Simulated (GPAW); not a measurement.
# 1T-CrSTe monolayer in an electric field

Aim: the dipole that a field along the normal induces in 1T-CrSTe monolayer.

Program: GPAW 26.7.0. Level of theory: GPAW, PAW setups; layer in a repeated cell with vacuum, relaxation of atoms and in-plane cell, in the first sound run; inputs show where later runs differ. Results are calculated unless marked as measured.

## (1) Set-up

The cell holds 3 atoms: 1 Te, 1 Cr and 1 S. Cell: a = 3.365 Å, b = 3.365 Å, c = 21.074 Å, α = 90.0°, β = 90.0°, γ = 120.0°. Vacuum lies along c.

## (2) Relaxing the atoms

Forces are removed first; all later runs use this geometry.

File run.py:

```python
import json
import numpy as np
from ase import Atoms
from ase.filters import FrechetCellFilter
from ase.optimize import BFGS
from gpaw import GPAW, PW

slab = Atoms(
    ['Te', 'Cr', 'S'],
    positions=[
        [1.68250, 0.97139, 9.00000],
        [0.00000, 0.00000, 10.80372],
        [-0.00000, 1.94278, 12.07361]],
    cell=[[3.365, 0.0, 0.0], [-1.6825, 2.91418, 0.0], [0.0, 0.0, 21.0736]],
    pbc=[True, True, True],
    magmoms=[0.0, 3.0, 0.0])

slab.calc = GPAW(mode=PW(600), xc='PBE', kpts={'size': (9, 9, 1), 'gamma': True},
                 occupations={'name': 'fermi-dirac', 'width': 0.05}, nbands='160%',
                 convergence={'density': 1e-05}, maxiter=200,
                 symmetry={'tolerance': 1e-3}, txt='slab.txt')
result = {}
# The in-plane cell is free; stress needs a cell that repeats along all three vectors
path = []
opt = BFGS(FrechetCellFilter(slab, mask=[1, 1, 0, 0, 0, 1]), maxstep=0.2)
opt.attach(lambda: path.append((slab.get_potential_energy(), slab.positions.tolist(), slab.get_forces().tolist())))
result['relaxed'] = bool(opt.run(fmax=0.02, steps=45))
result['path'] = path
result['cell'] = slab.cell.tolist()
print('in-plane lattice', slab.cell.cellpar().round(4)[[0, 1, 5]])
energy = slab.get_potential_energy()
fermi = slab.calc.get_fermi_level()
v = slab.calc.get_electrostatic_potential().mean((0, 1)) - fermi
n = slab.calc.get_pseudo_density().mean((0, 1))
L = slab.cell[2, 2]
z = np.arange(len(v)) * L / len(v)
low, high = slab.positions[:, 2].min(), slab.positions[:, 2].max()
below, above = np.interp([low - 6.8, high + 6.8], z, v)
slopes = [np.interp(x, z, np.gradient(v, z)) for x in (low - 6.8, high + 6.8)]
eps = np.array([[slab.calc.get_eigenvalues(k, s) for k in range(len(slab.calc.get_ibz_k_points()))]
                for s in range(slab.calc.get_number_of_spins())]) - fermi
top, bottom = eps[eps < 0].max(), eps[eps > 0].min()
dipole = slab.get_dipole_moment()[2]
print(f'energy {energy:.4f} eV, Fermi level {fermi:.4f} eV, dipole {dipole:.5f} e A')
print(f'potential 6.8 A off the faces, from the Fermi level: lower {below:.4f} eV, upper {above:.4f} eV')
print(f'slope of the potential there: lower {slopes[0]:.5f}, upper {slopes[1]:.5f} eV/A')
print(f'nearest levels on the mesh: {top:.4f} and {bottom:.4f} eV')
print('magnetic moment', round(slab.get_magnetic_moment(), 3))
result.update(energy=energy, fermi=fermi, dipole=dipole, below=below, above=above, slopes=slopes, edges=[top, bottom],
              z=z.tolist(), v=v.tolist(), n=n.tolist(), positions=slab.positions.tolist(),
              forces=slab.get_forces(apply_constraint=False).tolist(), moments=slab.get_magnetic_moments().tolist())
json.dump(result, open('result.json', 'w'))
```

Command:

```bash
$ OMP_NUM_THREADS=1 OPENBLAS_NUM_THREADS=1 python run.py
```

What it wrote:

```text
Step          Energy          fmax
BFGS:    0      -17.826568        1.332899
BFGS:    1      -17.879205        0.967858
BFGS:    2      -17.961774        0.264361
BFGS:    3      -17.965881        0.176994
BFGS:    4      -17.968444        0.130745
BFGS:    5      -17.969594        0.088791
BFGS:    6      -17.970080        0.069976
BFGS:    7      -17.970389        0.084824
BFGS:    8      -17.970886        0.089249
BFGS:    9      -17.971580        0.079394
BFGS:   10      -17.972146        0.048802
BFGS:   11      -17.972340        0.011767
in-plane lattice [  3.4667   3.4667 120.    ]
energy -17.9662 eV, Fermi level -1.7473 eV, dipole -0.06749 e A
potential 6.8 A off the faces, from the Fermi level: lower 5.0838 eV, upper 5.3271 eV
slope of the potential there: lower -0.05548, upper -0.05556 eV/A
nearest levels on the mesh: -0.0252 and 0.1156 eV
magnetic moment 2.509
```

Run time: 3.7 min. Hardware: 1 thread of AMD EPYC 9B45 (Zen 5), shared host; peak memory 0.54 GiB.

This step gave:

```
dipole along the normal                    : -0.06749 e·Å
levels nearest the Fermi level on the mesh : -0.02522, 0.1156 eV from the Fermi level
site moments                               : -0.09826, 2.507, -0.09012 μB
sum of the site moments                    : 2.319 μB
```

Table of electrostatic potential energy of an electron (without an applied field's), less the Fermi level, planar mean by z:

```tsv
z (Å)	electrostatic potential energy of an electron (without an applied field's), less the Fermi level, planar mean (eV)
0.0	5.20
0.5	5.18
1.0	5.15
1.5	5.12
2.0	5.09
2.5	5.06
3.0	5.04
3.5	5.01
4.0	4.98
4.5	4.95
5.0	4.92
5.5	4.89
6.0	4.85
6.5	4.78
7.0	4.53
7.5	3.61
8.0	0.0865
8.5	-11.2
9.0	-21.5
9.5	-8.95
10.0	-2.10
10.5	-7.01
11.0	-11.5
11.5	-8.01
12.0	-15.7
12.5	-4.07
13.0	3.47
13.5	5.17
14.0	5.50
14.5	5.55
15.0	5.54
15.5	5.51
16.0	5.48
16.5	5.46
17.0	5.43
17.5	5.40
18.0	5.37
18.5	5.35
19.0	5.32
19.5	5.29
20.0	5.26
20.5	5.24
```

The pseudo valence density, planar mean oscillates, so the rows of the table below give means over windows of 1 Å about each position, cut where the curve ends. Its maxima inside the range that stand out by 2 % of the span (Å: e/Å³): 8.4: 0.311, 9.5: 0.347, 10.9: 0.505, 11.6: 0.487, 12.3: 0.368. Its minima: 9.0: 0.102, 10.0: 0.262, 11.2: 0.475, 12.1: 0.354.

Pseudo valence density, planar mean against z; means over each step:

```tsv
z (Å)	pseudo valence density, planar mean (e/Å³)
4	3.6e-6
5	6.1e-5
6	0.00102
7	0.0179
8	0.180
9	0.219
10	0.295
11	0.463
12	0.404
13	0.141
14	0.00784
15	3.4e-4
16	1.6e-5
```

Site moment by atom:

```tsv
atom	site moment (μB)
Te1	-0.10
Cr2	2.51
S3	-0.09
```

The relaxation lowered the energy of the cell by 0.147 eV (energies extrapolated to zero smearing; the optimiser's log prints free energies). The largest force left on a free atom is 0.012 eV/Å.

## (3) The slab's potential

The work function is the vacuum plateau of the electrostatic potential less the Fermi level; a dipole layer lets the two faces have plateaus of their own.

This step: GPAW, PAW setups; slab in vacuum (GPAW 26.7.0).

Edit run.py of step 2 so:

```diff
@@ -3,4 +3,2 @@
 from ase import Atoms
-from ase.filters import FrechetCellFilter
-from ase.optimize import BFGS
 from gpaw import GPAW, PW
@@ -10,22 +8,15 @@
     positions=[
-        [1.68250, 0.97139, 9.00000],
-        [0.00000, 0.00000, 10.80372],
-        [-0.00000, 1.94278, 12.07361]],
-    cell=[[3.365, 0.0, 0.0], [-1.6825, 2.91418, 0.0], [0.0, 0.0, 21.0736]],
-    pbc=[True, True, True],
+        [1.73337, 1.00076, 9.00000],
+        [0.00000, -0.00000, 10.92807],
+        [-0.00000, 2.00152, 12.09155]],
+    cell=[[3.46674, -0.0, 0.0], [-1.73337, 3.00229, 0.0], [0.0, 0.0, 21.0915]],
+    pbc=[True, True, False],
     magmoms=[0.0, 3.0, 0.0])
 
-slab.calc = GPAW(mode=PW(600), xc='PBE', kpts={'size': (9, 9, 1), 'gamma': True},
+slab.calc = GPAW(mode=PW(400), xc='PBE', kpts={'size': (9, 9, 1), 'gamma': True},
                  occupations={'name': 'fermi-dirac', 'width': 0.05}, nbands='160%',
                  convergence={'density': 1e-05}, maxiter=200,
+                 poissonsolver={'dipolelayer': 'xy'},
                  symmetry={'tolerance': 1e-3}, txt='slab.txt')
 result = {}
-# The in-plane cell is free; stress needs a cell that repeats along all three vectors
-path = []
-opt = BFGS(FrechetCellFilter(slab, mask=[1, 1, 0, 0, 0, 1]), maxstep=0.2)
-opt.attach(lambda: path.append((slab.get_potential_energy(), slab.positions.tolist(), slab.get_forces().tolist())))
-result['relaxed'] = bool(opt.run(fmax=0.02, steps=45))
-result['path'] = path
-result['cell'] = slab.cell.tolist()
-print('in-plane lattice', slab.cell.cellpar().round(4)[[0, 1, 5]])
 energy = slab.get_potential_energy()
```

What it wrote:

```text
energy -17.9090 eV, Fermi level -1.7567 eV, dipole -0.05019 e A
potential 6.8 A off the faces, from the Fermi level: lower 4.7808 eV, upper 5.6499 eV
slope of the potential there: lower 0.00003, upper -0.00004 eV/A
nearest levels on the mesh: -0.0204 and 0.1170 eV
magnetic moment 2.507
```

The job ended after 15 s (1 thread; peak memory 0.23 GiB).

Numbers from this step:

| Item | Value |
| --- | --- |
| dipole along the normal | -0.05019 e·Å |
| levels nearest the Fermi level on the mesh | -0.02036, 0.1170 eV from the Fermi level |
| upper work function | 5.650 eV |
| lower work function | 4.781 eV |
| site moments | -0.09823, 2.504, -0.09016 μB |
| sum of the site moments | 2.316 μB |

Table of electrostatic potential energy of an electron (without an applied field's), less the Fermi level, planar mean by z:

```tsv
z (Å)	electrostatic potential energy of an electron (without an applied field's), less the Fermi level, planar mean (eV)
0.0	5.22
0.5	4.78
1.0	4.78
1.5	4.78
2.0	4.78
2.5	4.78
3.0	4.78
3.5	4.78
4.0	4.78
4.5	4.78
5.0	4.78
5.5	4.78
6.0	4.77
6.5	4.72
7.0	4.53
7.5	3.74
8.0	0.613
8.5	-9.68
9.0	-21.6
9.5	-10.3
10.0	-2.20
10.5	-6.21
11.0	-11.7
11.5	-7.91
12.0	-15.3
12.5	-5.36
13.0	3.12
13.5	5.13
14.0	5.54
14.5	5.63
15.0	5.65
15.5	5.65
16.0	5.65
16.5	5.65
17.0	5.65
17.5	5.65
18.0	5.65
18.5	5.65
19.0	5.65
19.5	5.65
20.0	5.65
20.5	5.65
```

The pseudo valence density, planar mean oscillates, so the rows of the table below give means over windows of 1 Å about each position, cut where the curve ends. Its maxima inside the range that stand out by 2 % of the span (Å: e/Å³): 8.4: 0.301, 9.5: 0.339, 11.0: 0.509, 11.6: 0.487. Its minima: 9.0: 0.106, 10.1: 0.259, 11.4: 0.473.

Table of pseudo valence density, planar mean by z; means over each step:

```tsv
z (Å)	pseudo valence density, planar mean (e/Å³)
4	3.4e-6
5	5.8e-5
6	9.5e-4
7	0.0158
8	0.169
9	0.217
10	0.296
11	0.455
12	0.411
13	0.155
14	0.00946
15	3.9e-4
16	1.7e-5
```

The potential is flat to 3.7e-5 eV/Å where it is read, so the vacuum is wide enough.

## (4) In a field

A uniform field along the normal polarises the slab; the atoms stay fixed, so this is the electronic response alone.

Edit run.py of step 3 so:

```diff
@@ -4,2 +4,3 @@
 from gpaw import GPAW, PW
+from gpaw.external import ConstantElectricField
 
@@ -19,2 +20,3 @@
                  poissonsolver={'dipolelayer': 'xy'},
+                 external=ConstantElectricField(-0.2, [0, 0, 1]),
                  symmetry={'tolerance': 1e-3}, txt='slab.txt')
```

What it wrote:

```text
energy -17.9250 eV, Fermi level -1.7313 eV, dipole -0.11262 e A
potential 6.8 A off the faces, from the Fermi level: lower 4.2013 eV, upper 6.1592 eV
slope of the potential there: lower 0.00003, upper -0.00003 eV/A
nearest levels on the mesh: -0.0402 and 0.1133 eV
magnetic moment 2.511
```

The job ended after 42 s (1 thread; peak memory 0.32 GiB).

Numbers from this step:

| Item | Value |
| --- | --- |
| dipole along the normal | -0.1126 e·Å |
| levels nearest the Fermi level on the mesh | -0.04016, 0.1133 eV from the Fermi level |
| site moments | -0.09867, 2.507, -0.08898 μB |
| sum of the site moments | 2.319 μB |
| potential below the slab, the applied field's own ramp left out | 4.201 eV from the Fermi level |
| potential above the slab, the applied field's own ramp left out | 6.159 eV from the Fermi level |

The electrostatic potential energy of an electron (without an applied field's), less the Fermi level, planar mean by z:

```tsv
z (Å)	electrostatic potential energy of an electron (without an applied field's), less the Fermi level, planar mean (eV)
0.0	5.18
0.5	4.20
1.0	4.20
1.5	4.20
2.0	4.20
2.5	4.20
3.0	4.20
3.5	4.20
4.0	4.20
4.5	4.20
5.0	4.20
5.5	4.20
6.0	4.19
6.5	4.15
7.0	3.97
7.5	3.21
8.0	0.136
8.5	-10.1
9.0	-21.9
9.5	-10.5
10.0	-2.31
10.5	-6.21
11.0	-11.6
11.5	-7.73
12.0	-15.0
12.5	-4.99
13.0	3.56
13.5	5.61
14.0	6.04
14.5	6.13
15.0	6.15
15.5	6.16
16.0	6.16
16.5	6.16
17.0	6.16
17.5	6.16
18.0	6.16
18.5	6.16
19.0	6.16
19.5	6.16
20.0	6.16
20.5	6.16
```

The dipole is now -0.113 e Å, against -0.050 in the run without a field.

## (5) In a field

Edit run.py of step 4 so:

```diff
@@ -20,3 +20,3 @@
                  poissonsolver={'dipolelayer': 'xy'},
-                 external=ConstantElectricField(-0.2, [0, 0, 1]),
+                 external=ConstantElectricField(-0.1, [0, 0, 1]),
                  symmetry={'tolerance': 1e-3}, txt='slab.txt')
```

What it wrote:

```text
energy -17.9152 eV, Fermi level -1.7436 eV, dipole -0.08132 e A
potential 6.8 A off the faces, from the Fermi level: lower 4.4903 eV, upper 5.9041 eV
slope of the potential there: lower 0.00003, upper -0.00003 eV/A
nearest levels on the mesh: -0.0302 and 0.1151 eV
magnetic moment 2.509
```

It took 42 s on 1 thread; peak memory 0.32 GiB.

This step gave:

```yaml
dipole_along_the_normal: -0.08132 e·Å
levels_nearest_the_fermi_level_on_the_mesh: -0.03020, 0.1151 eV from the Fermi level
site_moments: -0.09844, 2.505, -0.08957 μB
sum_of_the_site_moments: 2.317 μB
potential_below_the_slab_the_applied_field_s_own_ramp_left_out: 4.490 eV from the Fermi level
potential_above_the_slab_the_applied_field_s_own_ramp_left_out: 5.904 eV from the Fermi level
```

Table of electrostatic potential energy of an electron (without an applied field's), less the Fermi level, planar mean by z:

```tsv
z (Å)	electrostatic potential energy of an electron (without an applied field's), less the Fermi level, planar mean (eV)
0.0	5.20
0.5	4.49
1.0	4.49
1.5	4.49
2.0	4.49
2.5	4.49
3.0	4.49
3.5	4.49
4.0	4.49
4.5	4.49
5.0	4.49
5.5	4.49
6.0	4.48
6.5	4.43
7.0	4.25
7.5	3.47
8.0	0.374
8.5	-9.87
9.0	-21.8
9.5	-10.4
10.0	-2.25
10.5	-6.21
11.0	-11.7
11.5	-7.82
12.0	-15.2
12.5	-5.18
13.0	3.34
13.5	5.37
14.0	5.79
14.5	5.88
15.0	5.90
15.5	5.90
16.0	5.90
16.5	5.90
17.0	5.90
17.5	5.90
18.0	5.90
18.5	5.90
19.0	5.90
19.5	5.90
20.0	5.90
20.5	5.90
```

The dipole is now -0.0813 e Å, against -0.050 in the run without a field.

## (6) Field on

Edit run.py of step 5 so:

```diff
@@ -20,3 +20,3 @@
                  poissonsolver={'dipolelayer': 'xy'},
-                 external=ConstantElectricField(-0.1, [0, 0, 1]),
+                 external=ConstantElectricField(-0.05, [0, 0, 1]),
                  symmetry={'tolerance': 1e-3}, txt='slab.txt')
```

What it wrote:

```text
energy -17.9116 eV, Fermi level -1.7500 eV, dipole -0.06565 e A
potential 6.8 A off the faces, from the Fermi level: lower 4.6354 eV, upper 5.7769 eV
slope of the potential there: lower 0.00003, upper -0.00003 eV/A
nearest levels on the mesh: -0.0253 and 0.1160 eV
magnetic moment 2.508
```

It took 41 s on 1 thread; peak memory 0.32 GiB.

The electrostatic potential energy of an electron (without an applied field's), less the Fermi level, planar mean by z:

```tsv
z (Å)	electrostatic potential energy of an electron (without an applied field's), less the Fermi level, planar mean (eV)
0.0	5.21
0.5	4.64
1.0	4.64
1.5	4.64
2.0	4.64
2.5	4.64
3.0	4.64
3.5	4.64
4.0	4.64
4.5	4.64
5.0	4.63
5.5	4.63
6.0	4.62
6.5	4.58
7.0	4.39
7.5	3.61
8.0	0.494
8.5	-9.78
9.0	-21.7
9.5	-10.3
10.0	-2.23
10.5	-6.21
11.0	-11.7
11.5	-7.87
12.0	-15.2
12.5	-5.27
13.0	3.23
13.5	5.25
14.0	5.67
14.5	5.75
15.0	5.77
15.5	5.78
16.0	5.78
16.5	5.78
17.0	5.78
17.5	5.78
18.0	5.78
18.5	5.78
19.0	5.78
19.5	5.78
20.0	5.78
20.5	5.78
```

## (7) Field on

Edit run.py of step 6 so:

```diff
@@ -20,3 +20,3 @@
                  poissonsolver={'dipolelayer': 'xy'},
-                 external=ConstantElectricField(-0.05, [0, 0, 1]),
+                 external=ConstantElectricField(0.05, [0, 0, 1]),
                  symmetry={'tolerance': 1e-3}, txt='slab.txt')
```

What it wrote:

```text
energy -17.9065 eV, Fermi level -1.7636 eV, dipole -0.03431 e A
potential 6.8 A off the faces, from the Fermi level: lower 4.9267 eV, upper 5.5233 eV
slope of the potential there: lower 0.00003, upper -0.00003 eV/A
nearest levels on the mesh: -0.0157 and 0.1177 eV
magnetic moment 2.506
```

Wall time 44 s (1 thread); peak memory 0.32 GiB.

## (8) In a field

Edit run.py of step 7 so:

```diff
@@ -20,3 +20,3 @@
                  poissonsolver={'dipolelayer': 'xy'},
-                 external=ConstantElectricField(0.05, [0, 0, 1]),
+                 external=ConstantElectricField(0.1, [0, 0, 1]),
                  symmetry={'tolerance': 1e-3}, txt='slab.txt')
```

What it wrote:

```text
energy -17.9052 eV, Fermi level -1.7708 eV, dipole -0.01863 e A
potential 6.8 A off the faces, from the Fermi level: lower 5.0730 eV, upper 5.3969 eV
slope of the potential there: lower 0.00003, upper -0.00003 eV/A
nearest levels on the mesh: -0.0109 and 0.1186 eV
magnetic moment 2.505
```

The job ended after 42 s (1 thread; peak memory 0.32 GiB).

The electrostatic potential energy of an electron (without an applied field's), less the Fermi level, planar mean by z:

```tsv
z (Å)	electrostatic potential energy of an electron (without an applied field's), less the Fermi level, planar mean (eV)
0	5.23
1	5.07
2	5.07
3	5.07
4	5.07
5	5.07
6	5.06
7	4.81
8	0.852
9	-21.5
10	-2.15
11	-11.8
12	-15.4
13	2.90
14	5.30
15	5.39
16	5.40
17	5.40
18	5.40
19	5.40
20	5.40
```

The dipole is now -0.0186 e Å, against -0.050 in the run without a field.

## (9) In a field

Edit run.py of step 8 so:

```diff
@@ -20,3 +20,3 @@
                  poissonsolver={'dipolelayer': 'xy'},
-                 external=ConstantElectricField(0.1, [0, 0, 1]),
+                 external=ConstantElectricField(0.2, [0, 0, 1]),
                  symmetry={'tolerance': 1e-3}, txt='slab.txt')
```

What it wrote:

```text
energy -17.9049 eV, Fermi level -1.7857 eV, dipole 0.01278 e A
potential 6.8 A off the faces, from the Fermi level: lower 5.3668 eV, upper 5.1447 eV
slope of the potential there: lower 0.00003, upper -0.00003 eV/A
nearest levels on the mesh: -0.0016 and 0.1204 eV
magnetic moment 2.503
```

Wall time 41 s (1 thread); peak memory 0.32 GiB.

The dipole is now 0.0128 e Å, against -0.050 in the run without a field.

## (10) In a field

Edit run.py of step 9 so:

```diff
@@ -20,3 +20,3 @@
                  poissonsolver={'dipolelayer': 'xy'},
-                 external=ConstantElectricField(0.2, [0, 0, 1]),
+                 external=ConstantElectricField(0.3, [0, 0, 1]),
                  symmetry={'tolerance': 1e-3}, txt='slab.txt')
```

What it wrote:

```text
energy -17.9077 eV, Fermi level -1.8017 eV, dipole 0.04423 e A
potential 6.8 A off the faces, from the Fermi level: lower 5.6626 eV, upper 4.8936 eV
slope of the potential there: lower 0.00002, upper -0.00003 eV/A
nearest levels on the mesh: -0.0490 and 0.0076 eV
magnetic moment 2.5
```

Wall time 43 s (1 thread); peak memory 0.32 GiB.

Table of electrostatic potential energy of an electron (without an applied field's), less the Fermi level, planar mean by z:

```tsv
z (Å)	electrostatic potential energy of an electron (without an applied field's), less the Fermi level, planar mean (eV)
0	5.28
1	5.66
2	5.66
3	5.66
4	5.66
5	5.66
6	5.64
7	5.38
8	1.33
9	-21.2
10	-2.05
11	-11.8
12	-15.7
13	2.45
14	4.80
15	4.89
16	4.89
17	4.89
18	4.89
19	4.89
20	4.89
```

The dipole is now 0.0442 e Å, against -0.050 in the run without a field.

## (11) The series

The members are put on one axis.

This step: induced dipole against applied field (GPAW 26.7.0).

Dipole along the normal against field:

```tsv
field (V/Å)	dipole along the normal (e·Å)
-0.200	-0.113
-0.100	-0.0813
-0.050	-0.0657
0.000	-0.0502
0.050	-0.0343
0.100	-0.0186
0.200	0.0128
0.300	0.0442
```

## (12) Results

| Property | Result |
| --- | --- |
| work function, upper and lower face | 5.650 and 4.781 eV |
| dipole along the normal | -0.0502 e Å |
| induced dipole per field | 0.314 e Å per V/Å |
| out-of-plane polarisability per area, α/(ε0 A) | 5.45 Å |

The field induces 0.314 e Å per V/Å, a polarisable thickness α/(ε0 A) of 5.45 Å beside 3.09 Å between the outermost nuclei. A perfect conductor would give the distance between its two image planes; a dielectric of thickness t gives t(1 - 1/ε). The two faces differ by 0.87 eV, the step that the slab's dipole makes (e p/(ε0 A) gives 0.87 eV), so the dipole layer is needed. The induced dipole is linear in the field over this range. The starting lattice was a guess from atomic radii; the relaxation moved it by 3 %. The relaxation of atoms and cell ran in a fully periodic cell without the dipole layer, so the atoms of this polar layer felt a small spurious field. One magnetic start was tried; another order may lie lower. The layer's cell and atoms come from the relaxation; spin-orbit coupling and temperature are left out.

[Logs are printed without paths, hosts, clocks, repeated set-up lines and the standing remarks that a program may print on its own settings, such as how far it seeks lower states.]

[Hosts, paths, dates, database ids (printed as entryN), source tags and the programs' standing remarks are cut or masked in the printed files.]
